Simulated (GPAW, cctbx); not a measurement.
# NaCrI3: what bonding does to one electron reflection, worked out

NaCrI3, P6_3/mmc (no. 194), a = 7.9196 Å, b = 7.9196 Å, c = 6.7623 Å, α = 90.00°, β = 90.00°, γ = 120.00°.

```csv
atom,mult.,x,y,z
I1,6,0.3349,0.1674,3/4
Cr1,2,0,0,1/2
Na1,2,1/3,2/3,3/4
```

The start was made by putting kin elements into a known structure type; the compound need not exist, or be stable, in this form.

A DFT run (GPAW, PBE, 450 eV, 3×3×3 k-points, Fermi–Dirac width 0.05 eV, spin-polarised) gives the static X-ray structure factor of 101 as 69.267 e for the conventional cell; superposed free atoms give 68.855 e. **Problem.** Find the Fourier component V of the crystal potential and the two-beam extinction distance at 120 kV in both cases.

**1. Geometry**

The cell volume is Ω = 367.31 Å³ and d(101) = 4.8153 Å, so g = 1/d = 0.2077 Å⁻¹.

**2. The nuclei**

Electrons feel nuclei as well as electrons, so the nuclear charges are summed with the same phases.

Phase sums Σ exp(2πi h·x), turned so that the total is real and positive: I +1.752, Cr 0.000, Na -1.732. Then F_Z = 53 × (+1.752) + 24 × (0.000) + 11 × (-1.732) = 73.78 e. The electron term has the same sign for this reflection.

**3. Mott–Bethe**

Poisson's equation, term by term, gives V = (e/4πε₀)(F_Z − F)/(πΩg²), with e/4πε₀ = 14.3996 V Å.

The prefactor is 14.3996 × 4.8153²/(π × 367.31) = 0.28934 V per electron. Free atoms: (73.78 − 68.855) × 0.28934 = 1.426 V. Crystal: (73.78 − 69.267) × 0.28934 = 1.307 V. F changes by +0.60 % and V by -8.4 %: the same 0.41 e is measured against F_Z − F = 4.9 e in place of F = 68.9 e.

**4. Extinction distance**

In the two-beam case ξ = 1/(λU) with U = 2γm₀eV/h², that is ξ = 150.41 V Å²/(γλV).

At 120 kV, λ = 0.03349 Å and γ = 1.2348. Free atoms: ξ = 2550 Å. Crystal: ξ = 2783 Å. The thickness fringes go as sin²(πt/ξ), so the two patterns slip by a quarter of a period when t|1/ξ₁ − 1/ξ₀| = 1/4, at t ≈ 763 nm. Thermal motion, absorption and many-beam coupling, left out here, change a real pattern.

**5. Answer**

V(101) is 1.31 V against 1.43 V, and ξ is 2783 against 2550 Å. Limits: static atoms, two beams; a ferromagnetic start is the only order tried, and the real ground state may be antiferromagnetic or insulating.

[Outputs are excerpts: Python notices, other lines and further rows are left out; steps that failed or that the build refused (PBEsol, TPSS) are not shown.]

[Logs are printed without paths, hosts, clocks, repeated set-up lines and the standing remarks that a program may print on its own settings, such as how far it seeks lower states.]
